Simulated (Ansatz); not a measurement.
## YC3 (built on the sites of a database entry of InC3): the cell at rest

Aim: bring YC3 (built on the sites of a database entry of InC3) to small forces and stress, as phonons need.

Calculated with Ansatz 0.2.0; DFT PBEsol, scalar-relativistic, plane waves, PAW.

The structure was built from a prototype and need not be the compound's stable phase.

## 1. The structure

It takes space group Pm-3m (No. 221, cubic). The conventional cell has a = 4.228 Å, b = 4.228 Å, c = 4.228 Å, α = 90.00°, β = 90.00°, γ = 90.00°. Nearest to Y lie 12 C at 2.99 Å. Nearest to C lie 4 Y at 2.99 Å and 8 C at 2.99 Å. Farther neighbours are not listed.

## 2. A coarse first look

A quick single point on a coarse mesh tells whether the cell has a gap and how far it is from rest, which sets the k mesh and smearing that follow.

File input.yaml:

```yaml
crystal:
  lattice:
    - [4.22763, 0.0, 0.0]
    - [0.0, 4.22763, 0.0]
    - [0.0, 0.0, 4.22763]
  atoms:
    - { symbol: "Y", position: [0.0, 0.0, 0.0] }
    - { symbol: C, position: [0.0, 0.5, 0.5] }
    - { symbol: C, position: [0.5, 0.0, 0.5] }
    - { symbol: C, position: [0.5, 0.5, 0.0] }
kpoints:
  mp_grid: { grid: [4, 4, 4] }
hamiltonian:
  xc: pbesol
scf:
  occupations: { method: gaussian, width: 0.1 }
output:
  forces: true
  stress: true
  eigenvalues: true
```

The run is started by

```bash
$ ansatz run input.yaml --threads 8 --pin off --max-ram 14336MiB --backend cpu --events-out ev --progress --plain --runs-dir out
```

Numbers of over 12 decimals in the logs are rounded to 6 here.

The log of the run:

```text
Engine: ansatz 0.2.0, x86_64-unknown-linux-gnu
Pseudopotentials: kind: paw
Pseudopotential: Y, paw, valence charge 11, recommended cutoff 420 eV (normal), Y.paw.azcp
Pseudopotential: C, paw, valence charge 4, recommended cutoff 420 eV (normal), C.paw.azcp
Functional definition: PBEsol
  exchange = pbesol_x
  correlation = pbesol_c
Crystal: 4 atoms, lattice volume = 75.560 Å³
[...]
P = ⅓ Tr σ = -27.8860 GPa (-278.860 kbar)
--- Band table (eV; the first three rows and the last of 10) ---
  k-point 0: bands = [... 8 lower, 3.1482, 3.1482, 5.6589, 5.6589, 5.6589, 7.2722, 7.2722, 7.2722]
  k-point 1: bands = [... 8 lower, 3.1892, 3.4572, 4.4559, 5.1330, 5.1330, 6.4259, 6.9751, 6.9751]
  k-point 2: bands = [... 8 lower, 3.2001, 3.7378, 3.9966, 4.8696, 4.8696, 5.5600, 6.6593, 6.6593]
  k-point 9: bands = [... 8 lower, 2.6710, 2.6710, 2.6710, 7.1143, 7.1143, 7.1143, 7.4745, 7.4745]
[key lines of the parts left out:]
SCF converged after 7 iterations
Free energy (F): -4522.272518 eV
Fermi energy:    4.779464 eV
```

Run time: 0.26 s. Hardware: 8 threads of Intel Xeon 6975P-C (Granite Rapids), shared host; peak memory 0.39 GiB; 0.81 s of CPU time.

Numbers from this step:

| Item | Value |
| --- | --- |
| pressure | -27.89 GPa |
| volume per atom | 18.89 Å³ |
| gap on the k-mesh | 0 eV |

The coarse mesh shows no gap and a pressure of -27.9 GPa.

## 3. Rough relaxation

A rough relaxation comes first, because large forces or stress need no tight tolerances yet.

Changes to input.yaml since step 2:

```diff
@@ -11,3 +11,3 @@
 kpoints:
-  mp_grid: { grid: [4, 4, 4] }
+  mp_grid: { grid: [6, 6, 6] }
 hamiltonian:
@@ -20 +20,6 @@
   eigenvalues: true
+relax:
+  adjacent_minimum: "off"
+  f_tol: 0.05
+  max_steps: 80
+  cell: { stress_tol: 0.5 }
```

The log of the run:

```text
[...]
Crystal: 4 atoms, lattice volume = 75.560 Å³
Basis set: ecut = 420 eV, 1419 PW (Γ), exchange–correlation on 60×60×60 points (8 copies of the dense FFT grid, shifted against one another)
Bands: 16, of which v1, the nominal top of the filled ones, is band 12 counted from 1 (11 counted from 0)
Symmetry: 48 space group operations
[...]
k-points: 20 of 216
[...]
F+E_penalty+E_count = -4527.04184709 eV   max|allowed force component| = 1.574e-30 eV/Å   (the final SCF, on the basis selected at the relaxed cell)
  cell:  # Å, volume = 42.6951 Å³
    - [3.495097, 0, 0]
    - [0, 3.495097, 0]
    - [0, 0, 3.495097]
  atoms:
    - { symbol: Y, position: [0, 0, 0] }
    - { symbol: C, position: [0, 0.5, 0.5] }
    - { symbol: C, position: [0.5, 0, 0.5] }
    - { symbol: C, position: [0.5, 0.5, 0] }
[key lines of the parts left out:]
SCF converged after 6 iterations
Free energy (F): -4527.041847 eV
Fermi energy:    11.569177 eV
P = ⅓ Tr σ = -0.3197 GPa (-3.197 kbar)
```

Elapsed: 1.5 s, on 8 threads; peak memory 0.44 GiB.

Step by step:

| step | energy less that of the first step (eV) | largest force component (eV/Å) | pressure (GPa) | volume (Å³) |
| --- | --- | --- | --- | --- |
| 1 | 0.0000 | 0.0000 | -28.14 | 75.56 |
| 2 | -1.8744 | 0.0000 | -28.14 | 65.04 |
| 3 | -3.4708 | 0.0000 | -24.35 | 55.54 |
| 4 | -4.5406 | 0.0000 | -12.28 | 46.81 |
| 5 | -4.7154 | 0.0000 | 2.48 | 42.06 |
| 6 | -4.7191 | 0.0000 | -0.02 | 42.70 |
| 7* | -4.7119 | 0.0000 | -0.32 | 42.70 |

Relaxation steps marked * repeat the geometry before them on a plane-wave basis chosen anew for their cell, so energy and pressure can jump there.

Forces are held to the 48 operations that the run works with; a distortion that breaks them can't arise in this run.

| cell as run | before | after | change |
| --- | --- | --- | --- |
| a (Å) | 4.228 | 3.495 | -17.3 % |
| b (Å) | 4.228 | 3.495 | -17.3 % |
| c (Å) | 4.228 | 3.495 | -17.3 % |
| volume (Å³/atom) | 18.89 | 10.67 | -43.5 % |

Final coordinates:

```xyz
4
Lattice="3.4951 0.0000 0.0000 0.0000 3.4951 0.0000 0.0000 0.0000 3.4951" Properties=species:S:1:pos:R:3 pbc="T T T"
Y     0.0000    0.0000    0.0000
C     0.0000    1.7475    1.7475
C     1.7475    0.0000    1.7475
C     1.7475    1.7475    0.0000
```

Numbers from this step:

| Property | Result |
| --- | --- |
| pressure | -0.3197 GPa |
| volume per atom | 10.67 Å³ |

In this step the volume went from 18.89 to 10.67 Å³/atom.

## 4. Relaxation

Harmonic phonons are second derivatives at a point where the forces vanish, and they are wanted at zero stress, so atoms and cell are relaxed first.

File input.yaml:

```yaml
crystal:
  lattice:
    - [3.4950973417, 0.0, 0.0]
    - [0.0, 3.4950973417, 0.0]
    - [0.0, 0.0, 3.4950973417]
  atoms:
    - { symbol: "Y", position: [0.0, 0.0, 0.0] }
    - { symbol: C, position: [0.0, 0.5, 0.5] }
    - { symbol: C, position: [0.5, 0.0, 0.5] }
    - { symbol: C, position: [0.5, 0.5, 0.0] }
kpoints:
  mp_grid: { grid: [10, 10, 10] }
hamiltonian:
  xc: pbesol
scf:
  occupations: { method: gaussian, width: 0.1 }
output:
  forces: true
  stress: true
  eigenvalues: true
  write_density: true
  write_potential: true
  elf: true
  volumetric_format: npy
relax:
  adjacent_minimum: "off"
  f_tol: 0.005
  max_steps: 80
  cell: { stress_tol: 0.05 }
```

The log of the run:

```text
[...]
Crystal: 4 atoms, lattice volume = 42.695 Å³
Basis set: ecut = 420 eV, 847 PW (Γ), exchange–correlation on 48×48×48 points (8 copies of the dense FFT grid, shifted against one another)
Bands: 16, of which v1, the nominal top of the filled ones, is band 12 counted from 1 (11 counted from 0)
[... 1 set-up line as in the run before ...]
[...]
k-points: 56 of 1000
[...]
SCF iter   1: F=—  HF=-4527.050001 eV  |F-HF|=—  |Δ(HF+E_count)|=         —  Δρ=7.06e-3  dr2=1.62e-2  ethr=1.77e-3  ⟨swp⟩=5.3  Hψ=4143  notcnv=0
[...]
SCF iter   6: F=-4527.042721 eV  HF=-4527.042721 eV  |F-HF|=1.47e-9  |Δ(HF+E_count)|=   2.83e-8  Δρ=4.23e-6  dr2=2.92e-9  ethr=2.90e-10  ⟨swp⟩=5.8  Hψ=4975  notcnv=0
SCF 1 converged in 6 iterations: F = -4527.042721 eV  dr2 = 2.92e-9
[...]
relax step   1: F+E_penalty+E_count = -4527.04272068 eV  Δ(F+E_penalty+E_count) = +0.000e0 eV  max|allowed force component| = 4.437e-30 eV/Å  Δτ_max = 0.0000 Å  P = -0.212 GPa  Ω = 42.695 Å³  (6 SCF iters, dr2 threshold 1.00e-7 eV, accepted)
Crystal: 4 atoms, lattice volume = 42.620 Å³
[...]
SCF iter   6: F=-4527.042876 eV  HF=-4527.042876 eV  |F-HF|=9.09e-13  |Δ(HF+E_count)|=  9.09e-13  Δρ=3.23e-8  dr2=2.11e-13  ethr=1.00e-12  ⟨swp⟩=3.6  Hψ=3388  notcnv=0
SCF 2 converged in 6 iterations: F = -4527.042876 eV  dr2 = 2.11e-13
relax step   2: F+E_penalty+E_count = -4527.04287573 eV  Δ(F+E_penalty+E_count) = -1.551e-4 eV  max|allowed force component| = 6.861e-31 eV/Å  Δτ_max = 0.0000 Å  P = +0.079 GPa  Ω = 42.620 Å³  energy of the carried Pulay correction = +1.239e-4 eV  (6 SCF iters, dr2 threshold 1.12e-7 eV, accepted)
Crystal: 4 atoms, lattice volume = 42.640 Å³
[...]
SCF iter   6: F=-4527.042847 eV  HF=-4527.042847 eV  |F-HF|=0.00e0  |Δ(HF+E_count)|=  9.09e-13  Δρ=1.17e-8  dr2=2.00e-14  ethr=1.00e-12  ⟨swp⟩=3.1  Hψ=3241  notcnv=0
SCF 3 converged in 6 iterations: F = -4527.042847 eV  dr2 = 2.00e-14
relax step   3: F+E_penalty+E_count = -4527.04284705 eV  Δ(F+E_penalty+E_count) = +2.868e-5 eV  max|allowed force component| = 1.561e-30 eV/Å  Δτ_max = 0.0000 Å  P = -0.000 GPa  Ω = 42.640 Å³  energy of the carried Pulay correction = +9.015e-5 eV  (6 SCF iters, accepted)
[...]
SCF iter   1: F=—  HF=-4527.042700 eV  |F-HF|=—  |Δ(HF+E_count)|=         —  Δρ=5.24e-6  dr2=2.34e-9  ethr=1.04e-7  ⟨swp⟩=3.1  Hψ=6765  notcnv=0
eigensolver tolerance schedule: the retry pair's looser diagonalisation over-reported the residual by 10285.11 of it (diagonalisation noise at 0.53 of the residual, at the tolerance the schedule requests for it); recorded, not acted on — ethr = c·dr2/N_el stays at c = 1.0e-1
SCF iter   2: F=—  HF=-4527.042733 eV  |F-HF|=—  |Δ(HF+E_count)|=   3.22e-5  Δρ=2.71e-6  dr2=4.47e-10  ethr=1.02e-11  ⟨swp⟩=2.5  Hψ=1638  notcnv=0
[...]
SCF iter   8: F=-4527.042733 eV  HF=-4527.042733 eV  |F-HF|=0.00e0  |Δ(HF+E_count)|=    0.00e0  Δρ=3.41e-10  dr2=4.64e-17  ethr=1.00e-12  ⟨swp⟩=1.9  Hψ=2256  notcnv=0
SCF 4 converged in 8 iterations: F = -4527.042733 eV  dr2 = 4.64e-17
relax step   4: F+E_penalty+E_count = -4527.04273266 eV  Δ(F+E_penalty+E_count) = +1.144e-4 eV  max|allowed force component| = 2.375e-30 eV/Å  Δτ_max = 0.0000 Å  P = -0.003 GPa  Ω = 42.640 Å³  stress off target by 3.01e-3 GPa  SCF on the basis re-selected at this cell (its energy is not comparable with the rows above)  (8 SCF iters)
[...]
SCF converged after 8 iterations
Free energy (F): -4527.042733 eV
[...]
Internal energy: -4527.036442 eV  (E = F + TS)
E sigma→0 (E₀):  -4527.039587 eV
Entropy (-TS):   -0.006291 eV (-1.573 meV/atom)
Fermi energy:    11.665127 eV
[...]
--- Stress (GPa, compression-positive) ---
       -0.003007      -0.000000      -0.000000
       -0.000000      -0.003007      -0.000000
       -0.000000      -0.000000      -0.003007
  P = ⅓ Tr σ = -0.0030 GPa (-0.030 kbar)
--- Band table (eV; the first three rows and the last of 56) ---
  k-point 0: bands = [... 8 lower, 8.5858, 8.5858, 12.5239, 12.5239, 12.5239, 16.0105, 16.0105, 16.0105]
  k-point 1: bands = [... 8 lower, 8.5517, 8.7772, 11.9822, 12.2564, 12.2564, 15.7395, 15.8710, 15.8710]
  k-point 2: bands = [... 8 lower, 8.4352, 9.3351, 10.9332, 11.8134, 11.8134, 15.2097, 15.5031, 15.5031]
  k-point 55: bands = [... 8 lower, 8.7494, 8.7494, 8.7494, 15.4927, 15.4927, 15.4927, 16.2205, 16.2205]
--- Relaxed structure (3 steps of the walk, 3 accepted, 1 SCFs on fresh bases) ---
[...]
cell:  # Å, volume = 42.6404 Å³
    - [3.493604, 0, 0]
    - [0, 3.493604, 0]
    - [0, 0, 3.493604]
  atoms:
    - { symbol: Y, position: [0, 0, 0] }
    - { symbol: C, position: [0, 0.5, 0.5] }
    - { symbol: C, position: [0.5, 0, 0.5] }
    - { symbol: C, position: [0.5, 0.5, 0] }
```

The job ended after 1.1 s (8 threads; peak memory 0.46 GiB).

Little changed from the start: no atom moved by 0.005 Å and no cell edge by 0.1 %.

This step gave:

- pressure: -0.003007 GPa
- volume per atom: 10.66 Å³

Electrostatic potential energy in the ac plane at fractional y = 0.000, with atoms of Y and C within 0.2 Å of it. With pseudopotentials it is smooth inside the atoms' cores, unlike the true potential.

Ten even steps from '_' (-49 eV) to '@' (13 eV), each cell a mean:
```
____..==%%@@@@@@@@@@##==..__
....--**%%@@@@@@@@@@%%++--..
--==++##@@@@@@@@@@@@%%##++==
####%%@@@@@@%%%%%%@@@@%%%%##
@@@@@@@@@@##++==++%%@@@@@@@@
@@@@@@@@%%==..__..++%%@@@@@@
@@@@@@@@##--______==%%@@@@@@
@@@@@@@@%%==____..++%%@@@@@@
@@@@@@@@%%##==--==##@@@@@@@@
##%%%%@@@@%%%%##%%@@@@@@%%%%
==++**%%@@@@@@@@@@@@@@##**==
..::--**%%@@@@@@@@@@%%++--..
____::++%%@@@@@@@@@@##==..__
____..==##@@@@@@@@@@##--..__
```
Columns run along a (3.5 Å; values clipped at the 3rd and 97th percentile), rows up along c (3.5 Å). Atoms in or near the plane, at fractional coordinates: Y at (0.00, 0.00), C at (0.50, 0.50).

ELF in the ac plane at fractional y = 0.000, with atoms of Y and C within 0.2 Å of it. It is the smooth field of the valence electrons, not physical close to the nuclei.

Ten even steps from '_' (0.07) to '@' (0.85), each cell a mean:
```
**%%@@%%::__________==@@@@%%
@@@@@@**..__::::..__::##@@@@
@@@@**::..--++**++::..--##@@
++==::..==##@@@@@@##--..::==
______--%%@@@@@@@@@@##::____
____::**@@@@**==##@@@@++..__
____--##@@%%--__==@@@@**::__
____::##@@@@**--**@@@@++::__
____..==%%@@@@%%@@@@##--____
--::....++%%@@@@@@%%==....::
@@%%++::..==####**--..::**%%
@@@@@@++....::--::__::**@@@@
##%%@@%%::__________==@@@@%%
==##@@@@--__________++@@@@**
```
Columns run along a (3.5 Å), rows up along c (3.5 Å). Atoms in or near the plane, at fractional coordinates: Y at (0.00, 0.00), C at (0.50, 0.50).

Valence density in the ac plane at fractional y = 0.000, with atoms of Y and C within 0.2 Å of it. It is the smooth field of the valence electrons, not physical close to the nuclei.

Ten even steps from '0' (0.1 e/Å³) to '9' (3.6 e/Å³), each cell a mean:
```
99730000001489
87520000000258
54210000000124
11000111100001
00001223210000
00001344321000
00002343431000
00001344421000
00001233321000
10000112110000
33100000000123
87410000000257
99730000001479
99831000001589
```
Columns run along a (3.5 Å), rows up along c (3.5 Å). Atoms in or near the plane, at fractional coordinates: Y at (0.00, 0.00), C at (0.50, 0.50).

In this step the volume went from 10.67 to 10.66 Å³/atom.

## 5. Relaxing to small forces for the phonons

Phonons need a cell at rest on their own settings, so the relaxation is repeated with tight tolerances on forces and stress on the k mesh and occupations of the first response run.

File input.yaml:

```yaml
crystal:
  lattice:
    - [3.4936042675, 0.0, 0.0]
    - [0.0, 3.4936042675, 0.0]
    - [0.0, 0.0, 3.4936042675]
  atoms:
    - { symbol: "Y", position: [0.0, 0.0, 0.0] }
    - { symbol: C, position: [0.0, 0.5, 0.5] }
    - { symbol: C, position: [0.5, 0.0, 0.5] }
    - { symbol: C, position: [0.5, 0.5, 0.0] }
kpoints:
  mp_grid: { grid: [10, 10, 10] }
hamiltonian:
  xc: pbesol
scf:
  occupations: { method: methfessel_paxton, width: 0.15 }
output:
  forces: true
  stress: true
  eigenvalues: true
relax:
  adjacent_minimum: "off"
  f_tol: 0.001
  max_steps: 60
  cell: { stress_tol: 0.01 }
```

The log of the run:

```text
[...]
Crystal: 4 atoms, lattice volume = 42.640 Å³
Basis set: ecut = 420 eV, 847 PW (Γ), exchange–correlation on 48×48×48 points (8 copies of the dense FFT grid, shifted against one another)
Bands: 16, of which v1, the nominal top of the filled ones, is band 12 counted from 1 (11 counted from 0)
[... 1 set-up line as in the run before ...]
[...]
k-points: 56 of 1000
[...]
k-point 55: bands = [... 8 lower, 8.7519, 8.7519, 8.7519, 15.4956, 15.4956, 15.4956, 16.2234, 16.2234]
--- Relaxed structure (3 steps of the walk, 3 accepted, 1 SCFs on fresh bases) ---
[...]
cell:  # Å, volume = 42.6335 Å³
    - [3.493415, 0, 0]
    - [0, 3.493415, 0]
    - [0, 0, 3.493415]
  atoms:
    - { symbol: Y, position: [0, 0, 0] }
    - { symbol: C, position: [0, 0.5, 0.5] }
    - { symbol: C, position: [0.5, 0, 0.5] }
    - { symbol: C, position: [0.5, 0.5, 0] }
[key lines of the parts left out:]
SCF converged after 5 iterations
Free energy (F): -4527.038589 eV
Fermi energy:    11.665295 eV
P = ⅓ Tr σ = -0.0004 GPa (-0.004 kbar)
```

Wall time 0.92 s (8 threads); peak memory 0.45 GiB; 4.7 s of CPU time.

Little changed from the start: no atom moved by 0.005 Å and no cell edge by 0.1 %.

Numbers from this step:

- pressure: -3.79e-4 GPa

The forces vanish by symmetry and the pressure is 0.000 GPa, within the tolerances set. The cell now holds 10.66 Å³/atom.

## 6. Results

```
space group after relaxation (within 0.01 Å) : Pm-3m
lattice constant a                           : 3.493 Å
lattice constant b                           : 3.493 Å
lattice constant c                           : 3.493 Å
volume per atom                              : 10.7 Å³
```

What this shows: The forces vanish by symmetry and the pressure is 0.000 GPa, within the tolerances set. The cell now holds 10.66 Å³/atom. The relaxation keeps the symmetry of its start, so it says nothing on stability against lower symmetry. The runs are without spin polarisation, although the cell has an odd electron count. The starting cell was built on a prototype and not taken from a measurement, so the phase need not exist.

[Logs are printed without paths, hosts, clocks, repeated set-up lines and the standing remarks that a program may print on its own settings, such as how far it seeks lower states.]

[Hosts, paths, dates, database ids (printed as entryN), source tags and the programs' standing remarks are cut or masked in the printed files.]
